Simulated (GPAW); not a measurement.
## B K ELNES/XANES of BAs (F-43m) from DFT

How does the B K edge of BAs (F-43m) move when the bonds are compressed or stretched?

Program: GPAW 26.7.0. Level of theory: X-ray absorption from dipole matrix elements to empty bands, plane-wave PAW PBE. Results are calculated unless marked as measured.

Report form: the programs' logs are mostly left out.

## 1. Starting point

It takes space group F-43m (No. 216, cubic). Conventional cell: a = 4.777 Å, b = 4.777 Å, c = 4.777 Å, α = 90.00°, β = 90.00°, γ = 90.00°. Nearest to As lie 4 B at 2.07 Å. Nearest to B lie 4 As at 2.07 Å. Farther neighbours are not listed.

Structure file:

```cif
data_structure
_symmetry_space_group_name_H-M 'P 1'
_symmetry_Int_Tables_number 1
_cell_length_a 3.3778
_cell_length_b 3.3778
_cell_length_c 3.3778
_cell_angle_alpha 60.000
_cell_angle_beta 60.000
_cell_angle_gamma 60.000
_cell_volume 27.25
loop_
_atom_site_label
_atom_site_type_symbol
_atom_site_fract_x
_atom_site_fract_y
_atom_site_fract_z
_atom_site_occupancy
As1 As 0.75000 0.75000 0.75000 1
B2 B 0.00000 0.00000 0.00000 1
```

## 2. The field without a hole

A plain self-consistent run shows whether there is a gap, which decides the set-up of the core-hole run.

scf.py

```python
import numpy as np
from ase import Atoms
from ase.parallel import parprint, paropen
from gpaw import GPAW, PW, FermiDirac, Mixer, MixerDif, setup_paths
from gpaw.test import gen
setup_paths.insert(0, '.')
gen('B', name='nch1s', xcname='PBE', corehole=(1, 0, 0), write_xml=True)
from gpaw.mpi import world
world.barrier()

atoms = Atoms('AsB',
    cell=[[0, 2.3885, 2.3885],
     [2.3885, 0, 2.3885],
     [2.3885, 2.3885, 0]],
    scaled_positions=[[0.75, 0.75, 0.75],
     [0, 0, 0]],
    pbc=True)
atoms.calc = calc = GPAW(legacy_gpaw=True, mode=PW(430, force_complex_dtype=True), xc='PBE', setups={1: 'nch1s'},
    kpts={'size': (9, 9, 9), 'gamma': True}, occupations=FermiDirac(0.05),
    charge=0, mixer=Mixer(0.1, 5, 50), maxiter=150,
    convergence={'density': 0.0001, 'eigenstates': 1e-6}, txt='scf.txt')
energy = atoms.get_potential_energy() + calc.get_reference_energy()
ef = calc.get_fermi_level()
out = dict(energy=energy, fermi=ef, forces=atoms.get_forces().tolist())
parprint(f'all-electron energy {energy:.4f} eV, Fermi level {ef:.4f} eV')
ev = np.array([[calc.get_eigenvalues(k, s) for k in range(len(calc.get_ibz_k_points()))] for s in range(calc.get_number_of_spins())])
out['homo'], out['lumo'], out['counts'] = ev[ev < ef].max(), ev[ev > ef].min(), sorted(set((ev < ef).sum((0, 2)).tolist()))
out['filled'] = (ev[:, 0] < ef).sum(1).tolist()
import json
with paropen('out.json', 'w') as f:
    json.dump(out, f)
```

Command:

```bash
> OMP_NUM_THREADS=1 mpirun -n 4 gpaw python scf.py
```

Elapsed: 4.4 s, on 4 MPI ranks of INTEL XEON PLATINUM 8581C at 2.10GHz (Emerald Rapids), shared host; peak memory 0.16 GiB; 17 s of CPU time.

The mesh shows a gap of 1.23 eV, so the hole is first treated in a charged cell, without the excited electron.

## 3. Supercell without a hole, the energy reference

The photon energy needs a difference of total energies, so the cell and mesh of the coming hole run are first run without a hole.

Changes to scf.py since step 2:

```diff
@@ -10,11 +10,21 @@
 
-atoms = Atoms('AsB',
-    cell=[[0, 2.3885, 2.3885],
-     [2.3885, 0, 2.3885],
-     [2.3885, 2.3885, 0]],
-    scaled_positions=[[0.75, 0.75, 0.75],
-     [0, 0, 0]],
+atoms = Atoms('As6B6',
+    cell=[[-2.3885, -2.3885, -4.777],
+     [-2.3885, -2.3885, 4.777],
+     [-2.3885, 4.777, 2.3885]],
+    scaled_positions=[[0.875, 0.625, 0],
+     [0.54166667, 0.625, 0.33333333],
+     [0.375, 0.125, 0],
+     [0.20833333, 0.625, 0.66666667],
+     [0.04166667, 0.125, 0.33333333],
+     [0.70833333, 0.125, 0.66666667],
+     [0, 0, 0],
+     [0.66666667, 0, 0.33333333],
+     [0.5, 0.5, 0],
+     [0.33333333, 0, 0.66666667],
+     [0.16666667, 0.5, 0.33333333],
+     [0.83333333, 0.5, 0.66666667]],
     pbc=True)
-atoms.calc = calc = GPAW(legacy_gpaw=True, mode=PW(430, force_complex_dtype=True), xc='PBE', setups={1: 'nch1s'},
-    kpts={'size': (9, 9, 9), 'gamma': True}, occupations=FermiDirac(0.05),
+atoms.calc = calc = GPAW(legacy_gpaw=True, mode=PW(430, force_complex_dtype=True), xc='PBE', setups={6: 'nch1s'},
+    kpts={'size': (4, 3, 4), 'gamma': True}, occupations=FermiDirac(0.02),
     charge=0, mixer=Mixer(0.1, 5, 50), maxiter=150,
```

Elapsed: 16 s, on 4 MPI ranks; peak memory 0.24 GiB.

Reference energy: -373103.094 eV with the cores included.

## 4. Spectrum with FCH, B atom 2

The holes are 5.9 Å apart. In GPAW the data set carries the hole's charge, so charge=0 means a charged cell and charge=-1 a neutral one. The excited electron is left out and a uniform background balances the charge. After the field has converged, empty bands are computed with the density fixed and the dipole matrix elements are summed.

The absorber has 4 As at 2.07 Å (tetrahedral, site symmetry -43m).

xas.py

```python
import numpy as np
from ase import Atoms
from ase.parallel import parprint, paropen
from gpaw import GPAW, PW, FermiDirac, Mixer, MixerDif, setup_paths
from gpaw.test import gen
setup_paths.insert(0, '.')
gen('B', name='fch1s', xcname='PBE', corehole=(1, 0, 1), write_xml=True)
from gpaw.mpi import world
world.barrier()

atoms = Atoms('As6B6',
    cell=[[-2.3885, -2.3885, -4.777],
     [-2.3885, -2.3885, 4.777],
     [-2.3885, 4.777, 2.3885]],
    scaled_positions=[[0.875, 0.625, 0],
     [0.54166667, 0.625, 0.33333333],
     [0.375, 0.125, 0],
     [0.20833333, 0.625, 0.66666667],
     [0.04166667, 0.125, 0.33333333],
     [0.70833333, 0.125, 0.66666667],
     [0, 0, 0],
     [0.66666667, 0, 0.33333333],
     [0.5, 0.5, 0],
     [0.33333333, 0, 0.66666667],
     [0.16666667, 0.5, 0.33333333],
     [0.83333333, 0.5, 0.66666667]],
    pbc=True)
atoms.calc = calc = GPAW(legacy_gpaw=True, mode=PW(430, force_complex_dtype=True), xc='PBE', setups={6: 'fch1s'},
    kpts={'size': (4, 3, 4), 'gamma': True}, occupations=FermiDirac(0.02),
    charge=0, mixer=Mixer(0.1, 5, 50), maxiter=150,
    convergence={'density': 0.0001, 'eigenstates': 1e-6}, txt='scf.txt')
energy = atoms.get_potential_energy() + calc.get_reference_energy()
ef = calc.get_fermi_level()
out = dict(energy=energy, fermi=ef, forces=atoms.get_forces().tolist())
parprint(f'all-electron energy {energy:.4f} eV, Fermi level {ef:.4f} eV')
ev = np.array([[calc.get_eigenvalues(k, s) for k in range(len(calc.get_ibz_k_points()))] for s in range(calc.get_number_of_spins())])
out['homo'], out['lumo'], out['counts'] = ev[ev < ef].max(), ev[ev > ef].min(), sorted(set((ev < ef).sum((0, 2)).tolist()))
out['filled'] = (ev[:, 0] < ef).sum(1).tolist()

from ase.units import Ha
from gpaw.xas import dipole_matrix_elements
nb = int(calc.get_number_of_electrons() / 2) + 100
top, nb = nb, nb + 8 + nb // 12
nscf = calc.fixed_density(kpts={'size': (5, 5, 5), 'gamma': True}, nbands=nb,
    convergence={'bands': top, 'eigenstates': 5e-3}, maxiter=60, txt='nscf.txt')
cell = atoms.cell.array
ops = [cell.T @ U.T @ np.linalg.inv(cell.T) for U in nscf.wfs.kd.symmetry.op_scc]
filled = [24]  # bands filled in the ground state, by spin
E = np.arange(-6, 34, 0.1)
fwhm = np.interp(E, [4, 25], [0.9, 3.5])
Y, X, zero, highest = 0, 0, 1e9, 1e9
for spin in range(nscf.get_number_of_spins()):
    wfs = nscf.wfs
    mine = wfs.bd.get_slice()  # this rank's bands
    A = dipole_matrix_elements(wfs.setups[6])
    eps = np.zeros((wfs.kd.nibzkpts, nb))
    d = np.zeros((3, A.shape[1], wfs.kd.nibzkpts, nb), complex)
    for kpt in wfs.kpt_u:
        if kpt.s == spin and 6 in kpt.P_ani:
            eps[kpt.k, mine] = kpt.eps_n * Ha
            d[:, :, kpt.k, mine] = (kpt.weight * wfs.nspins / 2) ** 0.5 * np.inner(A, kpt.P_ani[6])
    world.sum(eps)
    world.sum(d)
    T = np.einsum('amkn,bmkn->abkn', d, d.conj()).real
    T = sum(np.einsum('ai,ijkn,bj->abkn', R, T, R) for R in ops) / len(ops)
    empty = np.ones_like(eps, bool) & (np.arange(nb) >= filled[spin])
    zero, highest = min(zero, eps[empty].min()), min(highest, eps[:, top - 1].min())
    lines = [(eps, T, empty)] if spin == 0 else lines + [(eps, T, empty)]
for eps, T, empty in lines:
    f = np.einsum('aakn->akn', T).reshape(3, -1)
    x = eps.ravel() - zero
    w = np.interp(x, E, fwhm) / 2.35482
    g = np.exp(-0.5 * ((E[:, None] - x) / w) ** 2) / (w * (2 * np.pi) ** 0.5)
    Y = Y + (f * empty.ravel()) @ g.T
    X = X + (f * ~empty.ravel()) @ g.T
out.update(E=E.round(2).tolist(), xas=Y.tolist(), xes=X.tolist(), zero=zero, valid=highest - zero, nk=len(eps), nb=nb)
for i in range(0, len(E), 10):
    parprint(f'{E[i]:7.2f}', *(f'{v:10.3e}' for v in Y[:, i]))
import json
with paropen('out.json', 'w') as f:
    json.dump(out, f)
```

Command:

```bash
> OMP_NUM_THREADS=1 mpirun -n 4 gpaw python xas.py
```

Wall time 55 s (4 MPI ranks); peak memory 0.38 GiB; 3.7 min of CPU time.

The B K spectrum, B atom 2, full core hole (charged cell) (energy from the lowest empty level; intensity scaled to a mean of 1 over the first 20 eV):

```csv
E (eV),intensity
-2.0,0.00
-1.5,0.00
-1.0,0.00
-0.5,0.02
0.0,0.22
0.5,0.88
1.0,1.77
1.5,2.29
2.0,2.31
2.5,2.05
3.0,1.90
3.5,2.05
4.0,1.97
4.5,1.69
5.0,1.45
5.5,1.32
6.0,1.21
6.5,1.11
7.0,1.13
7.5,1.13
8.0,0.99
8.5,0.89
9.0,0.94
9.5,1.05
10.0,1.09
10.5,1.00
11.0,0.78
11.5,0.55
12.0,0.44
12.5,0.45
13.0,0.55
13.5,0.65
14.0,0.71
14.5,0.72
15.0,0.68
15.5,0.59
16.0,0.46
16.5,0.36
17.0,0.32
17.5,0.32
18.0,0.34
18.5,0.39
19.0,0.44
19.5,0.50
20.0,0.57
20.5,0.63
21.0,0.68
21.5,0.71
22.0,0.72
22.5,0.72
23.0,0.70
23.5,0.68
24.0,0.65
24.5,0.63
25.0,0.62
25.5,0.61
26.0,0.61
26.5,0.60
27.0,0.60
27.5,0.59
28.0,0.58
```

Main maxima below 24 eV (height): 1.8 eV (2.34), 3.6 eV (2.06), 9.9 eV (1.09), 14.4 eV (0.73) and 22.1 eV (0.73). A K edge sees empty p states on the absorber.

The hole costs E(hole) − E(ground) = 185.66 eV, and the lowest empty level of the hole cell on the spectrum's mesh lies at 8.99 eV, which puts the zero at 194.65 eV. One term is added: -5.59 eV, since the hole is spin-paired here and a spin-polarised one costs that much less in the free atom (computed apart). The photon energy is then 189.06 eV. The functional and the charged cell's background leave an error of a few eV in such absolute values.

## 5. Supercell without a hole, the energy reference

The cell changes for the next run, so it gets a reference energy of its own.

The cell differs from the one that the last finished run ended in (a 5.851 → 5.731 Å, b 5.851 → 5.731 Å, c 5.851 → 5.731 Å).

Changes to scf.py since step 3:

```diff
@@ -11,5 +11,5 @@
 atoms = Atoms('As6B6',
-    cell=[[-2.3885, -2.3885, -4.777],
-     [-2.3885, -2.3885, 4.777],
-     [-2.3885, 4.777, 2.3885]],
+    cell=[[-2.33974142, -2.33974142, -4.67948284],
+     [-2.33974142, -2.33974142, 4.67948284],
+     [-2.33974142, 4.67948284, 2.33974142]],
     scaled_positions=[[0.875, 0.625, 0],
```

Command:

```bash
> OMP_NUM_THREADS=1 mpirun -n 4 gpaw python scf.py
```

Run time: 12 s. Hardware: 4 MPI ranks; peak memory 0.23 GiB.

Reference energy: -373102.589 eV with the cores included.

## 6. Spectrum with FCH, B atom 2

Shorter bonds are expected to push antibonding states and scattering resonances up, and longer ones down; the cell is scaled to test that.

Changed against the first core-hole run: volume scale from 1 to 0.94.

Changes to xas.py since step 4:

```diff
@@ -11,5 +11,5 @@
 atoms = Atoms('As6B6',
-    cell=[[-2.3885, -2.3885, -4.777],
-     [-2.3885, -2.3885, 4.777],
-     [-2.3885, 4.777, 2.3885]],
+    cell=[[-2.33974142, -2.33974142, -4.67948284],
+     [-2.33974142, -2.33974142, 4.67948284],
+     [-2.33974142, 4.67948284, 2.33974142]],
     scaled_positions=[[0.875, 0.625, 0],
@@ -41,3 +41,3 @@
 from gpaw.xas import dipole_matrix_elements
-nb = int(calc.get_number_of_electrons() / 2) + 100
+nb = int(calc.get_number_of_electrons() / 2) + 94
 top, nb = nb, nb + 8 + nb // 12
```

Command:

```bash
> OMP_NUM_THREADS=1 mpirun -n 4 gpaw python xas.py
```

It took 50 s on 4 MPI ranks; peak memory 0.36 GiB.

```csv
E (eV),first run,this run
-2.0,0.00,0.00
-1.0,0.00,0.00
0.0,0.22,0.16
1.0,1.77,1.37
2.0,2.31,2.14
3.0,1.90,1.78
4.0,1.97,1.96
5.0,1.45,1.54
6.0,1.21,1.32
7.0,1.13,1.11
8.0,0.99,1.11
9.0,0.94,0.97
10.0,1.09,1.11
11.0,0.78,0.99
12.0,0.44,0.58
13.0,0.55,0.44
14.0,0.71,0.59
15.0,0.68,0.69
16.0,0.46,0.66
17.0,0.32,0.46
18.0,0.34,0.34
19.0,0.44,0.36
20.0,0.57,0.46
21.0,0.68,0.58
22.0,0.72,0.68
23.0,0.70,0.71
24.0,0.65,0.69
25.0,0.62,0.65
26.0,0.61,0.62
27.0,0.60,0.61
28.0,0.58,0.60
```

The scaled spectrum changes by 12 % r.m.s. The highest intensity below 16 eV goes from 1.8 eV (2.34) to 2.1 eV (2.15).

The photon energy of the zero moves by -0.20 eV.

## 7. Reference energy of the supercell

The cell differs from the one that the last finished run ended in (a 5.731 → 5.792 Å, b 5.731 → 5.792 Å, c 5.731 → 5.792 Å).

Changes to scf.py since step 5:

```diff
@@ -11,5 +11,5 @@
 atoms = Atoms('As6B6',
-    cell=[[-2.33974142, -2.33974142, -4.67948284],
-     [-2.33974142, -2.33974142, 4.67948284],
-     [-2.33974142, 4.67948284, 2.33974142]],
+    cell=[[-2.36437209, -2.36437209, -4.72874418],
+     [-2.36437209, -2.36437209, 4.72874418],
+     [-2.36437209, 4.72874418, 2.36437209]],
     scaled_positions=[[0.875, 0.625, 0],
```

Command:

```bash
> OMP_NUM_THREADS=1 mpirun -n 4 gpaw python scf.py
```

The job ended after 13 s (4 MPI ranks; peak memory 0.24 GiB; 49 s of CPU time).

Reference energy: -373102.920 eV with the cores included.

## 8. Spectrum with FCH, B atom 2

Changed against the first core-hole run: volume scale from 1 to 0.97.

Changes to xas.py since step 6:

```diff
@@ -11,5 +11,5 @@
 atoms = Atoms('As6B6',
-    cell=[[-2.33974142, -2.33974142, -4.67948284],
-     [-2.33974142, -2.33974142, 4.67948284],
-     [-2.33974142, 4.67948284, 2.33974142]],
+    cell=[[-2.36437209, -2.36437209, -4.72874418],
+     [-2.36437209, -2.36437209, 4.72874418],
+     [-2.36437209, 4.72874418, 2.36437209]],
     scaled_positions=[[0.875, 0.625, 0],
@@ -41,3 +41,3 @@
 from gpaw.xas import dipole_matrix_elements
-nb = int(calc.get_number_of_electrons() / 2) + 94
+nb = int(calc.get_number_of_electrons() / 2) + 97
 top, nb = nb, nb + 8 + nb // 12
```

Command:

```bash
> OMP_NUM_THREADS=1 mpirun -n 4 gpaw python xas.py
```

The job ended after 53 s (4 MPI ranks; peak memory 0.37 GiB; 3.5 min of CPU time).

```csv
E (eV),first run,this run
-2.0,0.00,0.00
-1.0,0.00,0.00
0.0,0.22,0.19
1.0,1.77,1.56
2.0,2.31,2.24
3.0,1.90,1.83
4.0,1.97,1.98
5.0,1.45,1.49
6.0,1.21,1.27
7.0,1.13,1.11
8.0,0.99,1.07
9.0,0.94,0.95
10.0,1.09,1.11
11.0,0.78,0.89
12.0,0.44,0.49
13.0,0.55,0.48
14.0,0.71,0.66
15.0,0.68,0.71
16.0,0.46,0.57
17.0,0.32,0.37
18.0,0.34,0.33
19.0,0.44,0.40
20.0,0.57,0.51
21.0,0.68,0.64
22.0,0.72,0.71
23.0,0.70,0.71
24.0,0.65,0.67
25.0,0.62,0.63
26.0,0.61,0.61
27.0,0.60,0.60
28.0,0.58,0.59
```

The scaled spectrum changes by 6 % r.m.s. The highest intensity below 16 eV goes from 1.8 eV (2.34) to 1.9 eV (2.24).

The photon energy of the zero moves by -0.10 eV.

## 9. Supercell without a hole, the energy reference

The cell differs from the one that the last finished run ended in (a 5.792 → 5.909 Å, b 5.792 → 5.909 Å, c 5.792 → 5.909 Å).

Changes to scf.py since step 7:

```diff
@@ -11,5 +11,5 @@
 atoms = Atoms('As6B6',
-    cell=[[-2.36437209, -2.36437209, -4.72874418],
-     [-2.36437209, -2.36437209, 4.72874418],
-     [-2.36437209, 4.72874418, 2.36437209]],
+    cell=[[-2.41215005, -2.41215005, -4.82430011],
+     [-2.41215005, -2.41215005, 4.82430011],
+     [-2.41215005, 4.82430011, 2.41215005]],
     scaled_positions=[[0.875, 0.625, 0],
```

Command:

```bash
> OMP_NUM_THREADS=1 mpirun -n 4 gpaw python scf.py
```

The job ended after 19 s (4 MPI ranks; peak memory 0.25 GiB; 76 s of CPU time).

Reference energy: -373103.132 eV with the cores included.

## 10. Spectrum with FCH, B atom 2

Changed against the first core-hole run: volume scale from 1 to 1.03.

Changes to xas.py since step 8:

```diff
@@ -11,5 +11,5 @@
 atoms = Atoms('As6B6',
-    cell=[[-2.36437209, -2.36437209, -4.72874418],
-     [-2.36437209, -2.36437209, 4.72874418],
-     [-2.36437209, 4.72874418, 2.36437209]],
+    cell=[[-2.41215005, -2.41215005, -4.82430011],
+     [-2.41215005, -2.41215005, 4.82430011],
+     [-2.41215005, 4.82430011, 2.41215005]],
     scaled_positions=[[0.875, 0.625, 0],
@@ -41,3 +41,3 @@
 from gpaw.xas import dipole_matrix_elements
-nb = int(calc.get_number_of_electrons() / 2) + 97
+nb = int(calc.get_number_of_electrons() / 2) + 103
 top, nb = nb, nb + 8 + nb // 12
```

Command:

```bash
> OMP_NUM_THREADS=1 mpirun -n 4 gpaw python xas.py
```

Elapsed: 98 s, on 4 MPI ranks; peak memory 0.48 GiB.

```csv
E (eV),first run,this run
-2.0,0.00,0.00
-1.0,0.00,0.00
0.0,0.22,0.26
1.0,1.77,1.99
2.0,2.31,2.35
3.0,1.90,1.98
4.0,1.97,1.94
5.0,1.45,1.40
6.0,1.21,1.15
7.0,1.13,1.14
8.0,0.99,0.91
9.0,0.94,0.94
10.0,1.09,1.06
11.0,0.78,0.66
12.0,0.44,0.43
13.0,0.55,0.62
14.0,0.71,0.73
15.0,0.68,0.60
16.0,0.46,0.37
17.0,0.32,0.30
18.0,0.34,0.37
19.0,0.44,0.49
20.0,0.57,0.62
21.0,0.68,0.72
22.0,0.72,0.73
23.0,0.70,0.68
24.0,0.65,0.64
25.0,0.62,0.61
26.0,0.61,0.60
27.0,0.60,0.59
28.0,0.58,0.57
```

Against the first run the r.m.s. difference is 6 %. The highest intensity below 16 eV goes from 1.8 eV (2.34) to 1.6 eV (2.44).

The photon energy of the zero moves by +0.09 eV.

## 11. Reference energy of the supercell

The cell differs from the one that the last finished run ended in (a 5.909 → 5.965 Å, b 5.909 → 5.965 Å, c 5.909 → 5.965 Å).

Changes to scf.py since step 9:

```diff
@@ -11,5 +11,5 @@
 atoms = Atoms('As6B6',
-    cell=[[-2.41215005, -2.41215005, -4.82430011],
-     [-2.41215005, -2.41215005, 4.82430011],
-     [-2.41215005, 4.82430011, 2.41215005]],
+    cell=[[-2.43534523, -2.43534523, -4.87069045],
+     [-2.43534523, -2.43534523, 4.87069045],
+     [-2.43534523, 4.87069045, 2.43534523]],
     scaled_positions=[[0.875, 0.625, 0],
```

Command:

```bash
> OMP_NUM_THREADS=1 mpirun -n 4 gpaw python scf.py
```

It took 22 s on 4 MPI ranks; peak memory 0.25 GiB; 86 s of CPU time.

Reference energy: -373103.056 eV with the cores included.

(Continued in part 2 of 2.)

[Logs are printed without paths, hosts, clocks, repeated set-up lines and the standing remarks that a program may print on its own settings, such as how far it seeks lower states.]

[Hosts, paths, dates, database ids (printed as entryN), source tags and the programs' standing remarks are cut or masked in the printed files.]

[Lists of maxima count a maximum above −3 eV only where it reaches 4 % of the highest in the window and stands out from its surroundings by 2 % of it (1.5 % where it reaches 55 %); shoulders and weaker maxima are passed over, and of the rest the first, up to two pre-edge ones and the few strongest are named.]
